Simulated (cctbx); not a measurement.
# Accept or mend?

Cell a = 8.1740 Å, b = 8.1740 Å, c = 6.2980 Å, α = 90.00°, β = 90.00°, γ = 120.00°; space group P6_3/mcm (no. 193).

Simulated single-crystal data (cctbx): Cu Kα, λ = 1.54184 Å, to d = 0.83 Å, 95 % of the full sphere, strongest reflection 20000 counts, noise from counting, a 4 % proportional error and a noise floor of 4 counts (s.d.); no absorption.

An isotropic refinement with weights 1/σ² prints:

```text
Rint 0.037, 140 unique reflections to 0.83 A
cycle     R1     wR2    GooF  max shift (A)
   1  0.3681  0.7366  45.703   0.36824
   3  0.0067  0.0156   0.969   0.00000
final R1 0.0067 wR2 0.0156 GooF 0.969  parameters 5  data/parameter 28.0
atom        x        y        z      Ueq    occ   su(xyz)  su(Uiso or U11)
Lu1    0.66667  0.33333  0.50000   0.0078  1.000  0.00000  0.0001
Lu2    0.00000  0.75270  0.75000   0.0075  1.000  0.00002  0.0001
Ti1    0.00000  0.39635  0.75000   0.0124  1.000  0.00011  0.0002
difference map: max 0.72 min -0.48 rms 0.13
Q1    0.3333  0.6667  0.2500    4    0.79  1.57 A from Lu1
Q2    0.0000  0.0000  0.0000    2    0.49  2.56 A from Lu2
Q3    0.0000  0.1404  0.1672   12    0.45  1.02 A from Lu2
Q4    0.0547  0.4568  0.7500   12    0.44  0.47 A from Ti1
Q5    0.2147  0.4982  0.7500   12    0.41  1.52 A from Ti1
Q6    0.0000  0.2889  0.7500    6    0.33  0.88 A from Ti1
```

**Question.** Can this result stand? If not, what is the likely fault?

It can stand. The set-up had a fault (start far from the minimum), but the refinement still reached the right minimum: R1 = 0.0067, wR2 = 0.0156, GooF = 0.97 against R1 = 0.0067, wR2 = 0.0156, GooF = 0.97 for the right model.

The compound is Lu5Ti3. The right model at the same level gives:

```text
Rint 0.037, 140 unique reflections to 0.83 A
cycle     R1     wR2    GooF  max shift (A)
   1  0.3454  0.7035  43.648   0.10051
   2  0.0067  0.0156   0.970   0.00021
final R1 0.0067 wR2 0.0156 GooF 0.969  parameters 5  data/parameter 28.0
atom        x        y        z      Ueq    occ   su(xyz)  su(Uiso or U11)
Lu1    0.66667  0.33333  0.50000   0.0078  1.000  0.00000  0.0001
Lu2    0.00000  0.75270  0.75000   0.0075  1.000  0.00002  0.0001
Ti1    0.00000  0.39635  0.75000   0.0124  1.000  0.00011  0.0002
difference map: max 0.72 min -0.48 rms 0.13
Q1    0.3333  0.6667  0.2500    4    0.79  1.57 A from Lu1
Q2    0.0000  0.0000  0.0000    2    0.49  2.56 A from Lu2
Q3    0.0000  0.1404  0.1672   12    0.45  1.02 A from Lu2
Q4    0.0547  0.4568  0.7500   12    0.44  0.47 A from Ti1
Q5    0.2147  0.4982  0.7500   12    0.41  1.52 A from Ti1
Q6    0.0000  0.2889  0.7500    6    0.33  0.88 A from Ti1
```

Isotropic U is held between 0.0001 and 1 Å² by the program, and listed peak heights are interpolated, so they can pass the grid's maximum.

The model is made up (kin elements in a known structure type, no relaxation), so it says nothing on whether the phase exists.

[Middle refinement cycles are left out of these outputs.]

[Logs are printed without paths, hosts, clocks, repeated set-up lines and the standing remarks that a program may print on its own settings, such as how far it seeks lower states.]
